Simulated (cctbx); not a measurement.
**Sr4Nb3Te10 across an absorption edge**

Space group I4/mmm (no. 139), a = 5.0760 Å, b = 5.0760 Å, c = 36.2920 Å, α = 90.00°, β = 90.00°, γ = 90.00°.

| atom | mult. | x | y | z | Ueq (Å²) |
| --- | --- | --- | --- | --- | --- |
| Te1 | 8 | 0 | 1/2 | 0.3620 | 0.0181 |
| Te2 | 4 | 1/2 | 0 | 0 | 0.0141 |
| Te3 | 4 | 0 | 0 | 0.2118 | 0.0077 |
| Te4 | 4 | 0 | 0 | 0.0682 | 0.0097 |
| Nb1 | 4 | 0 | 0 | 0.1421 | 0.0149 |
| Nb2 | 2 | 0 | 0 | 0 | 0.0127 |
| Sr1 | 4 | 1/2 | 1/2 | 0.1992 | 0.0127 |
| Sr2 | 4 | 1/2 | 1/2 | 0.0671 | 0.0174 |

The model is made up (kin elements in a known structure type, no relaxation), so it says nothing on whether the phase exists.

Calculated with cctbx: free-atom f′ and f″ from the Sasaki tables, no fine structure; amplitudes in electrons.

```
E (eV)  F 2 1 1  F 0 2 2  F 2 2 2  F 1 1 4
 15505    183.2     88.1     74.1    194.7
 15855    186.4     88.4     74.5    194.1
 15985    189.4     88.8     74.9    193.6
 16045    192.4     89.2     75.3    193.1
 16075    195.5     89.6     75.7    192.7
 16090    198.7     90.0     76.1    192.2
 16097    201.5     90.3     76.5    191.8
 16101    204.5     90.7     76.9    191.3
 16109    205.9     90.8     77.0    191.2
 16113    202.0     90.3     76.5    191.8
 16120    198.8     89.9     76.1    192.2
 16135    195.4     89.5     75.6    192.8
 16165    191.9     89.0     75.1    193.3
 16255    187.2     88.4     74.4    193.9
 16505    181.9     87.6     73.6    194.7
```

**Question.** Which edge is crossed, and why do the reflections move as they do?

The K edge of Sr. The edge is at 16105 eV. f′ of Sr falls from -4.4 e at 15985 eV to -7.7 e at 4 eV below it, and f″ steps from 0.52 to 3.77 e across it. Over that approach |F| changes by +8 % (2 1 1), +2 % (0 2 2), +3 % (2 2 2) and -1 % (1 1 4): a reflection falls where Sr scatters in phase with the total and rises where it scatters against it; it hardly moves where the Sr term is small or cancels by symmetry. Above the edge the larger f″ enters the imaginary part, where it can add to or cancel the other atoms' f″. The structure is centrosymmetric, so Friedel mates stay equal.

[Logs are printed without paths, hosts, clocks, repeated set-up lines and the standing remarks that a program may print on its own settings, such as how far it seeks lower states.]
